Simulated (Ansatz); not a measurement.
# Ge wire along [110], 16 atoms a period, H-terminated: bands by functional and under strain, part 3 of 3

Aim: is the Ge wire along [110], 16 atoms a period, H-terminated a metal or a semiconductor?

Ansatz 0.2.0; DFT PBE, plane waves, PAW; relaxation of a wire's period; PAW set soft_1 (the session's first sound run).

So far, band gap (eV): step 3 (the wire at its relaxed period, PBE) 1.51; step 4 (another level of theory, cutoff 500 eV, k-mesh 1×1×15, r2SCAN PBE) 1.80; step 5 (levels at the same atoms, level HSE06, cutoff 420 eV, HSE06 PBE) 2.19; step 6 (with spin-orbit coupling, k-mesh 1×1×13, PBE spin-orbit) 1.50.

### Step 8. At a strained period, period over the relaxed period 0.97, k-mesh 1×1×16

This step: DFT PBE, plane waves, PAW; relaxation at a fixed period; PAW set soft_1 (Ansatz 0.2.0).

The period is set to 0.97 times the relaxed one and the atoms relax within it: strain changes bond lengths and angles, which shifts the bands against each other. Against the first PBE run of this kind, the mesh along the wire has 16 points against 20.

The cell differs from the one that the last finished run ended in (c 4.120 → 3.996 Å).

Input file input.yaml:

```yaml
crystal:
  lattice:
    - [18.681, 0.0, 0.0]
    - [0.0, 17.493, 0.0]
    - [0.0, 0.0, 3.9961097858]
  atoms:
    - { symbol: Ge, position: [0.385357784, 0.384308505, 0.0] }
    - { symbol: H, position: [0.414626598, 0.802191477, 0.0] }
    - { symbol: Ge, position: [0.463120549, 0.27023709, 0.0] }
    - { symbol: Ge, position: [0.462034169, 0.500009703, 0.0] }
    - { symbol: Ge, position: [0.689403496, 0.385963684, 0.0] }
    - { symbol: H, position: [0.737098722, 0.3129351, 0.0] }
    - { symbol: Ge, position: [0.766112732, 0.500009703, 0.0] }
    - { symbol: H, position: [0.184058752, 0.500009703, 0.202158308] }
    - { symbol: H, position: [0.815959065, 0.500009703, 0.297841692] }
    - { symbol: Ge, position: [0.233905085, 0.500009703, 0.5] }
    - { symbol: H, position: [0.262919095, 0.3129351, 0.5] }
    - { symbol: H, position: [0.262919095, 0.687084306, 0.5] }
    - { symbol: Ge, position: [0.310614321, 0.385963684, 0.5] }
    - { symbol: Ge, position: [0.310614321, 0.614055722, 0.5] }
    - { symbol: Ge, position: [0.536897268, 0.27023709, 0.5] }
    - { symbol: Ge, position: [0.536897268, 0.729782315, 0.5] }
    - { symbol: Ge, position: [0.537983648, 0.500009703, 0.5] }
    - { symbol: H, position: [0.585391219, 0.197827929, 0.5] }
    - { symbol: H, position: [0.585391219, 0.802191477, 0.5] }
    - { symbol: Ge, position: [0.614660033, 0.384308505, 0.5] }
    - { symbol: Ge, position: [0.614660033, 0.6157109, 0.5] }
    - { symbol: H, position: [0.815959065, 0.500009703, 0.702158308] }
    - { symbol: H, position: [0.184058752, 0.500009703, 0.797841692] }
    - { symbol: Ge, position: [0.385357784, 0.6157109, 0.0] }
    - { symbol: H, position: [0.414626598, 0.197827929, 0.0] }
    - { symbol: Ge, position: [0.463120549, 0.729782315, 0.0] }
    - { symbol: Ge, position: [0.689403496, 0.614055722, 0.0] }
    - { symbol: H, position: [0.737098722, 0.687084306, 0.0] }
kpoints:
  mp_grid: { grid: [1, 1, 16] }
  band_path: { path: ["Γ", Z], npoints: 90 }
scf:
  occupations: { method: fermi_dirac, width: 0.05 }
hamiltonian:
  xc: pbe
  pseudopotentials: { kind: paw, azcp: { folder: soft_1 } }
relax:
  max_steps: 40
  f_tol: 0.02
output:
  stress: true
```

Run with:

```sh
ansatz run input.yaml --threads 4 --pin off --max-ram 16384MiB --backend cpu --events-out ev --progress --plain --runs-dir out
```

Numbers of over 12 decimals in the logs are rounded to 6 here.

What it wrote:

```text
Warning: output.stress: scf.convergence.dr2_threshold = 1e-7 eV (the SCF's general default) is looser than the 2.8e-9 eV advised for a printed stress (1e-10 eV for each atom of the cell: 28). What an SCF threshold leaves in a stress goes as its square root, and in the free energy as the threshold itself, and one threshold admits the most on a small cell: [figures from the program's tests cut] Every solve of this run  [...]
[...]
Crystal: 28 atoms, lattice volume = 1305.876 Å³
Basis set: ecut = 420 eV, 25557 PW (Γ), exchange–correlation on 250×240×54 points (8 copies of the dense FFT grid, shifted against one another)
Bands: 146, of which v1, the nominal top of the filled ones, is band 118 counted from 1 (117 counted from 0)
Symmetry: 8 space group operations
[...]
k-points: 9 of 16
[...]
SCF iter   1: F=—  HF=-68910.276039 eV  |F-HF|=—  |Δ(HF+E_count)|=         —  Δρ=3.31e-2  dr2=1.20e1  ethr=3.10e-3  ⟨swp⟩=6.7  Hψ=5211  notcnv=0  defer=39
[...]
SCF iter   8: F=-68907.044492 eV  HF=-68907.044485 eV  |F-HF|=7.39e-6  |Δ(HF+E_count)|=   1.99e-6  Δρ=2.79e-5  dr2=7.33e-6  ethr=4.24e-9  ⟨swp⟩=3.2  Hψ=4136  notcnv=0
SCF 1 converged in 8 iterations: F = -68907.044492 eV  dr2 = 7.33e-6
[...]
relax step   1: F+E_penalty+E_count = -68907.04449230 eV  Δ(F+E_penalty+E_count) = +0.000e0 eV  max|allowed force component| = 4.667e-1 eV/Å  Δτ_max = 0.0000 Å  (8 SCF iters, dr2 threshold 1.00e-5 eV, accepted)
[...]
SCF iter   7: F=-68907.094905 eV  HF=-68907.094905 eV  |F-HF|=3.37e-8  |Δ(HF+E_count)|=   2.46e-6  Δρ=8.29e-6  dr2=6.31e-7  ethr=5.77e-9  ⟨swp⟩=4.0  Hψ=3654  notcnv=0
SCF 2 converged in 7 iterations: F = -68907.094905 eV  dr2 = 6.31e-7
relax step   2: F+E_penalty+E_count = -68907.09490540 eV  Δ(F+E_penalty+E_count) = -5.041e-2 eV  max|allowed force component| = 1.554e-1 eV/Å  Δτ_max = 0.0547 Å  (7 SCF iters, dr2 threshold 1.36e-5 eV, accepted)
SCF iter   1: F=—  HF=-68907.097780 eV  |F-HF|=—  |Δ(HF+E_count)|=         —  Δρ=7.08e-4  dr2=3.04e-3  ethr=1.61e-5  ⟨swp⟩=3.2  Hψ=2085  notcnv=0  defer=164
[...]
SCF iter   6: F=-68907.097414 eV  HF=-68907.097415 eV  |F-HF|=5.18e-7  |Δ(HF+E_count)|=   6.32e-7  Δρ=3.40e-6  dr2=6.08e-7  ethr=6.40e-10  ⟨swp⟩=4.0  Hψ=3756  notcnv=0
SCF 3 converged in 6 iterations: F = -68907.097414 eV  dr2 = 6.08e-7
relax step   3: F+E_penalty+E_count = -68907.09741409 eV  Δ(F+E_penalty+E_count) = -2.509e-3 eV  max|allowed force component| = 2.242e-2 eV/Å  Δτ_max = 0.0129 Å  (6 SCF iters, dr2 threshold 1.51e-6 eV, accepted)
SCF iter   1: F=—  HF=-68907.097875 eV  |F-HF|=—  |Δ(HF+E_count)|=         —  Δρ=3.06e-4  dr2=6.16e-4  ethr=2.28e-6  ⟨swp⟩=2.0  Hψ=2011  notcnv=0  defer=167
[...]
SCF iter   7: F=-68907.097773 eV  HF=-68907.097773 eV  |F-HF|=1.02e-10  |Δ(HF+E_count)|=   1.73e-8  Δρ=8.78e-7  dr2=7.07e-9  ethr=4.24e-11  ⟨swp⟩=4.0  Hψ=3648  notcnv=0
SCF 4 converged in 7 iterations: F = -68907.097773 eV  dr2 = 7.07e-9
relax step   4: F+E_penalty+E_count = -68907.09777251 eV  Δ(F+E_penalty+E_count) = -3.584e-4 eV  max|allowed force component| = 3.156e-3 eV/Å  Δτ_max = 0.0061 Å  (7 SCF iters, accepted)
[...]
the band table was solved once a step of the walk had ended and its energy, with any forces and stress, was formed, with the checks that follow a solve (6443 applications of the Hamiltonian). They found nothing against the state; the energy, forces and stress were not computed again (output.eigenvalues in the input reference)
[...]
SCF converged after 7 iterations
Free energy (F): -68907.097773 eV
[...]
Internal energy: -68907.097772 eV  (E = F + TS)
E sigma→0 (E₀):  -68907.097772 eV
Entropy (-TS):   -0.000000 eV (-0.000 meV/atom)
Fermi energy:    -0.172229 eV
[...]
--- Forces (eV/Å), atoms counted from 1 ---
  atom   1  Ge     0.00175843     0.00068024     0.00000000
  atom   2  H      0.00105700     0.00140468     0.00000000
  atom   3  Ge    -0.00030539     0.00093114     0.00000000
  atom   4  Ge    -0.00272898     0.00000000     0.00000000
  atom   5  Ge     0.00178562    -0.00315617     0.00000000
  atom   6  H     -0.00105767     0.00161774     0.00000000
  atom   7  Ge     0.00279251     0.00000000     0.00000000
  atom   8  H     -0.00005488     0.00000000     0.00100120
  atom   9  H      0.00005488     0.00000000    -0.00100120
  atom  10  Ge    -0.00279251     0.00000000     0.00000000
  atom  11  H      0.00105767     0.00161774     0.00000000
  atom  12  H      0.00105767    -0.00161774     0.00000000
  atom  13  Ge    -0.00178562    -0.00315617     0.00000000
  atom  14  Ge    -0.00178562     0.00315617     0.00000000
  atom  15  Ge     0.00030539     0.00093114     0.00000000
  atom  16  Ge     0.00030539    -0.00093114     0.00000000
  atom  17  Ge     0.00272898     0.00000000     0.00000000
  atom  18  H     -0.00105700    -0.00140468     0.00000000
  atom  19  H     -0.00105700     0.00140468     0.00000000
  atom  20  Ge    -0.00175843     0.00068024     0.00000000
  atom  21  Ge    -0.00175843    -0.00068024     0.00000000
  atom  22  H      0.00005488     0.00000000     0.00100120
  atom  23  H     -0.00005488     0.00000000    -0.00100120
  atom  24  Ge     0.00175843    -0.00068024     0.00000000
  atom  25  H      0.00105700    -0.00140468     0.00000000
  atom  26  Ge    -0.00030539    -0.00093114     0.00000000
  atom  27  Ge     0.00178562     0.00315617     0.00000000
  atom  28  H     -0.00105767    -0.00161774     0.00000000
  max |Σ_I F_I| component: 4.34e-19 eV/Å
--- Stress (GPa, compression-positive) ---
        0.002310       0.000000       0.000000
        0.000000       0.002820       0.000000
        0.000000       0.000000       1.200792
  P = ⅓ Tr σ = 0.4020 GPa (4.020 kbar)
--- Band table (eV; the first three rows and the last of 9) ---
  k-point 0: bands = [... 114 lower, -1.8256, -1.7837, -1.2936, -0.9428, 0.6296, 0.6498, 0.7246, 0.8217, ... 24 higher]
  k-point 1: bands = [... 114 lower, -1.9811, -1.7237, -1.5877, -1.3040, 0.9042, 0.9239, 1.0490, 1.1028, ... 24 higher]
  k-point 2: bands = [... 114 lower, -2.0829, -2.0149, -1.9117, -1.7241, 1.4140, 1.4217, 1.4744, 1.5347, ... 24 higher]
  k-point 8: bands = [... 114 lower, -2.7245, -2.7245, -2.5608, -2.5608, 0.9927, 0.9927, 1.2785, 1.2785, ... 24 higher]
--- Relaxed structure (4 steps of the walk, 4 accepted, 0 SCFs on fresh bases) ---
  F+E_penalty+E_count = -68907.09777251 eV   max|allowed force component| = 3.156e-3 eV/Å
  atoms:
    - { symbol: Ge, position: [0.384880, 0.384143, 0] }
    - { symbol: H, position: [0.413752, 0.802455, 0] }
    - { symbol: Ge, position: [0.462133, 0.269962, 0] }
    - { symbol: Ge, position: [0.461071, 0.500010, 0] }
    - { symbol: Ge, position: [0.691811, 0.385839, 0] }
    - { symbol: H, position: [0.739456, 0.312859, 0] }
    - { symbol: Ge, position: [0.767996, 0.500010, 0] }
    - { symbol: H, position: [0.181507, 0.500010, 0.196797] }
    - { symbol: H, position: [0.818511, 0.500010, 0.303203] }
    - { symbol: Ge, position: [0.232021, 0.500010, 0.5] }
    - { symbol: H, position: [0.260562, 0.312859, 0.5] }
    - { symbol: H, position: [0.260562, 0.687160, 0.5] }
    - { symbol: Ge, position: [0.308207, 0.385839, 0.5] }
    - { symbol: Ge, position: [0.308207, 0.614180, 0.5] }
    - { symbol: Ge, position: [0.537885, 0.269962, 0.5] }
    - { symbol: Ge, position: [0.537885, 0.730057, 0.5] }
    - { symbol: Ge, position: [0.538947, 0.500010, 0.5] }
    - { symbol: H, position: [0.586265, 0.197564, 0.5] }
    - { symbol: H, position: [0.586265, 0.802455, 0.5] }
    - { symbol: Ge, position: [0.615138, 0.384143, 0.5] }
    - { symbol: Ge, position: [0.615138, 0.615876, 0.5] }
    - { symbol: H, position: [0.818511, 0.500010, 0.696797] }
    - { symbol: H, position: [0.181507, 0.500010, 0.803203] }
    - { symbol: Ge, position: [0.384880, 0.615876, 0] }
    - { symbol: H, position: [0.413752, 0.197564, 0] }
    - { symbol: Ge, position: [0.462133, 0.730057, 0] }
    - { symbol: Ge, position: [0.691811, 0.614180, 0] }
    - { symbol: H, position: [0.739456, 0.687160, 0] }
```

Run time: 5.5 min. Hardware: 4 threads of Arm Neoverse V1, shared host; peak memory 8.9 GiB; 22 min of CPU time.

Step by step:

```tsv
step	energy less that of the first step (eV)	largest force component (eV/Å)
1	0.0000	0.4667
2	-0.0504	0.1554
3	-0.0529	0.0224
4	-0.0533	0.0032
```

The run keeps the 8 symmetry operations that it works with, so distortions that break them were not tested.

The atoms that moved most (Å):

```tsv
atom	dx	dy	dz	length
H8	-0.048	0.000	-0.021	0.052
H23	-0.048	0.000	0.021	0.052
H9	0.048	0.000	0.021	0.052
H22	0.048	0.000	-0.021	0.052
Ge13	-0.045	-0.002	0.000	0.045
Ge5	0.045	-0.002	0.000	0.045
Ge14	-0.045	0.002	0.000	0.045
Ge27	0.045	0.002	0.000	0.045
```

The relaxed structure:

```xyz
28
Lattice="18.6810 0.0000 0.0000 0.0000 17.4930 0.0000 0.0000 0.0000 3.9961" Properties=species:S:1:pos:R:3
Ge    7.1899    6.7198    0.0000
H     7.7293   14.0373    0.0000
Ge    8.6331    4.7224    0.0000
Ge    8.6133    8.7467    0.0000
Ge   12.9237    6.7495    0.0000
H    13.8138    5.4728    0.0000
Ge   14.3469    8.7467    0.0000
H     3.3907    8.7467    0.7864
H    15.2906    8.7467    1.2116
Ge    4.3344    8.7467    1.9981
H     4.8676    5.4728    1.9981
H     4.8676   12.0205    1.9981
Ge    5.7576    6.7495    1.9981
Ge    5.7576   10.7439    1.9981
Ge   10.0482    4.7224    1.9981
Ge   10.0482   12.7709    1.9981
Ge   10.0681    8.7467    1.9981
H    10.9520    3.4560    1.9981
H    10.9520   14.0373    1.9981
Ge   11.4914    6.7198    1.9981
Ge   11.4914   10.7735    1.9981
H    15.2906    8.7467    2.7845
H     3.3907    8.7467    3.2097
Ge    7.1899   10.7735    0.0000
H     7.7293    3.4560    0.0000
Ge    8.6331   12.7709    0.0000
Ge   12.9237   10.7439    0.0000
H    13.8138   12.0205    0.0000
```

This step gave:

```yaml
band_gap: 1.572 eV
```

Electronic bands along the path, in eV, zero at the Fermi level; v1 is the highest filled band, c1 the lowest empty one:

```tsv
point	v4	v3	v2	v1	c1	c2	c3	c4
Γ	-1.65	-1.61	-1.12	-0.77	0.80	0.82	0.90	0.99
halfway	-2.15	-2.10	-1.98	-1.89	1.52	1.60	1.64	1.78
Z	-2.55	-2.55	-2.39	-2.39	1.16	1.16	1.45	1.45
```

The gap is 1.57 eV, against 1.51 eV under PBE at the relaxed period.

### Step 9. Strain along the wire, period over the relaxed period 1.1, k-mesh 1×1×14

The period is set to 1.1 times the relaxed one and the atoms relax within it: strain changes bond lengths and angles, which shifts the bands against each other. Against the first PBE run of this kind, the mesh along the wire has 14 points against 20.

The cell differs from the one that the last finished run ended in (c 3.996 → 4.532 Å).

Changes to input.yaml since step 8:

```diff
@@ -4,3 +4,3 @@
     - [0.0, 17.493, 0.0]
-    - [0.0, 0.0, 3.9961097858]
+    - [0.0, 0.0, 4.5316708911]
   atoms:
@@ -35,3 +35,3 @@
 kpoints:
-  mp_grid: { grid: [1, 1, 16] }
+  mp_grid: { grid: [1, 1, 14] }
   band_path: { path: ["Γ", Z], npoints: 90 }
```

What it wrote:

```text
[...]
Crystal: 28 atoms, lattice volume = 1480.890 Å³
Basis set: ecut = 420 eV, 29015 PW (Γ), exchange–correlation on 250×240×64 points (8 copies of the dense FFT grid, shifted against one another)
Bands: 146, of which v1, the nominal top of the filled ones, is band 118 counted from 1 (117 counted from 0)
Symmetry: 8 space group operations
[...]
- { symbol: H, position: [0.807536, 0.500010, 0.724722] }
    - { symbol: H, position: [0.192482, 0.500010, 0.775278] }
    - { symbol: Ge, position: [0.387708, 0.615880, -1.0766249124063115e-19] }
    - { symbol: H, position: [0.417590, 0.197583, -1.0766249124063115e-19] }
    - { symbol: Ge, position: [0.466157, 0.729810, -1.0766249124063115e-19] }
    - { symbol: Ge, position: [0.681154, 0.614011, -1.0766249124063115e-19] }
    - { symbol: H, position: [0.729888, 0.686483, -1.0766249124063115e-19] }
[key lines of the parts left out:]
SCF converged after 2 iterations
Free energy (F): -68906.023524 eV
Fermi energy:    -1.520012 eV
P = ⅓ Tr σ = -0.8733 GPa (-8.733 kbar)
```

The job ended after 6.2 min (4 threads; peak memory 10 GiB; 24 min of CPU time).

Relaxation path:

```tsv
step	energy less that of the first step (eV)	largest force component (eV/Å)
1	0.0000	1.0587
2	-0.3227	0.4728
3	-0.4276	0.0857
4	-0.4334	0.0071
5	-0.4334	0.0070
```

The run keeps the 8 symmetry operations that it works with, so distortions that break them were not tested.

The atoms that moved most (Å):

```tsv
atom	dx	dy	dz	length
H9	-0.157	0.000	-0.102	0.188
H22	-0.157	0.000	0.102	0.188
H23	0.157	0.000	-0.102	0.188
H8	0.157	0.000	0.102	0.188
Ge27	-0.154	-0.001	0.000	0.154
Ge14	0.154	-0.001	0.000	0.154
Ge5	-0.154	0.001	0.000	0.154
Ge13	0.154	0.001	0.000	0.154
```

Final coordinates:

```xyz
28
Lattice="18.6810 0.0000 0.0000 0.0000 17.4930 0.0000 0.0000 0.0000 4.5317" Properties=species:S:1:pos:R:3
Ge    7.2428    6.7198    0.0000
H     7.8010   14.0370    0.0000
Ge    8.7083    4.7268    0.0000
Ge    8.6851    8.7467    0.0000
Ge   12.7246    6.7525    0.0000
H    13.6350    5.4847    0.0000
Ge   14.1700    8.7467    0.0000
H     3.5957    8.7467    1.0184
H    15.0856    8.7467    1.2475
Ge    4.5114    8.7467    2.2658
H     5.0463    5.4847    2.2658
H     5.0463   12.0087    2.2658
Ge    5.9567    6.7525    2.2658
Ge    5.9567   10.7409    2.2658
Ge    9.9731    4.7268    2.2658
Ge    9.9731   12.7666    2.2658
Ge    9.9962    8.7467    2.2658
H    10.8803    3.4563    2.2658
H    10.8803   14.0370    2.2658
Ge   11.4386    6.7198    2.2658
Ge   11.4386   10.7736    2.2658
H    15.0856    8.7467    3.2842
H     3.5957    8.7467    3.5133
Ge    7.2428   10.7736    0.0000
H     7.8010    3.4563    0.0000
Ge    8.7083   12.7666    0.0000
Ge   12.7246   10.7409    0.0000
H    13.6350   12.0087    0.0000
```

This step gave:

* band gap: 0.9750 eV

The gap is 0.975 eV, against 1.51 eV under PBE at the relaxed period.

### Step 10. Results

```yaml
cell_length_pbe: 4.120 Å
gap_pbe: 1.51 eV
gap_r2scan: 1.80 eV
gap_hse06: 2.19 eV
gap_with_spin_orbit_coupling: 1.50 eV
gap_period_scaled_by_0p97: 1.57 eV
gap_period_scaled_by_1p1: 0.975 eV
```

What this shows: Under PBE the cell's length is 4.12 Å, and a gap of 1.51 eV makes it a semiconductor. At the relaxed period the wire is gapped under every functional, from 1.51 eV (PBE) to 2.19 eV (HSE06). Weak screening in one dimension makes quasiparticle gaps larger than the semilocal gaps, as a rule. Strain matters: under PBE the gap goes from 1.51 eV to 1.57 eV at 0.97 times the period and 0.975 eV at 1.1 times the period. A hybrid's gap is read on a coarse mesh, without a band path.

[Logs are printed without paths, hosts, clocks, repeated set-up lines and the standing remarks that a program may print on its own settings, such as how far it seeks lower states.]

[Hosts, paths, dates, database ids (printed as entryN), source tags and the programs' standing remarks are cut or masked in the printed files.]
